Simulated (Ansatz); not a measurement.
# Tunnelling decay and corrugation (ordered overlayer): Rh(111)-(√3×√3)R30°-La, hcp site; Ru(0001)-c(4x2)-C, fcc site; and others

A simple barrier model says that the current falls as exp(−2κz) with κ = 0.512 √φ (Å⁻¹, φ in eV). How well does that hold over real surfaces, and how fast does atomic contrast fade as the tip draws back?

**Method.** Ansatz 0.2.0, plane waves with PAW datasets (its set soft_2), functional as listed; relaxed slabs, Tersoff-Hamann images of the filled states within the window listed under the Fermi level. κ is fitted to the planar mean between 3 and 5 Å over the top atom; the model's barrier is the work function plus half the window. A setpoint is the mean density at the height named.

The runs side by side:

```tsv
surface	functional	work function (eV)	window (eV)	κ, model (Å⁻¹)	κ, fitted (Å⁻¹)	near setpoint (Å): corrugation (Å)	far setpoint (Å): corrugation (Å)
Rh(111)-(√3×√3)R30°-La, hcp site	PBE-D3(BJ)	2.48	0.40	0.84	0.77	2.5: 0.254	4: 0.089
Fe(110)-(rectangular two-atom cell)-Li, hollow site	LDA	2.53	0.30	0.84	0.81	2.5: 0.191	4: 0.057
W(110)-(2x1)-Cl, hollow site	PBE	4.20	0.40	1.07	1.24	3: 0.864	5: 0.520
Ir(110)-(2x1)-As, longbridge site	PBE	4.38	0.40	1.10	1.21	3: 0.981	5: 0.498
Co(0001)-(√3×√3)R30°-Te, hcp site	PBE-D3(BJ)	4.49	0.40	1.11	1.18	3: 0.348	4.5: 0.126
Ru(0001)-(2x2)-Te, fcc site	PBE	4.51	0.20	1.10	1.20	3: 1.038	5: 0.390
Pt(111)-(2x2)-S, hcp site	PBE	4.97	0.20	1.15	1.35	2.5: 1.034	4: 0.606
Ag(110)-(1x3)-O, hollow site	PBEsol	5.06	0.50	1.18	1.25	3: 0.284	4.5: 0.214
Pd(110)-(3x1)-S, longbridge site	PBE	5.07	0.40	1.18	1.34	3: 1.020	4.5: 0.614
Ru(0001)-c(4x2)-C, fcc site	PBE	5.43	0.20	1.20	1.35	3: 0.315	4.5: 0.137
```

What this shows: The fitted κ is 0.92 to 1.17 times the model's, and larger in 8 of 10. Momentum along the surface adds to κ² and raises it, while a barrier that has not reached its full height this near the surface lowers it. Worked for Rh(111)-(√3×√3)R30°-La, hcp site: 0.512 × √(2.48 + 0.20) = 0.84 Å⁻¹; with the fitted 0.77 Å⁻¹ the current falls by exp(2 × 0.77) = 4.7 per Å. Where it is still over 0.005 Å at the far setpoint (10 rows), the corrugation falls by a factor of 1.2 to 2.2 per Å.

Caveats: The model has an s-wave tip and no forces between tip and sample. Semilocal potentials reach the vacuum level too fast, without an image tail. The surfaces are built from prototypes and need not be the stable ones; functionals, windows and heights differ between rows (the narrowest window from 0.2 eV on is taken, and runs with charge in the vacuum are left out), and rows with Cr, Mn, Fe, Co, Ni or Gd rest on one magnetic start or none. The table is a selection: not every member that was run is listed.

[Logs are printed without paths, hosts, clocks, repeated set-up lines and the standing remarks that a program may print on its own settings, such as how far it seeks lower states.]
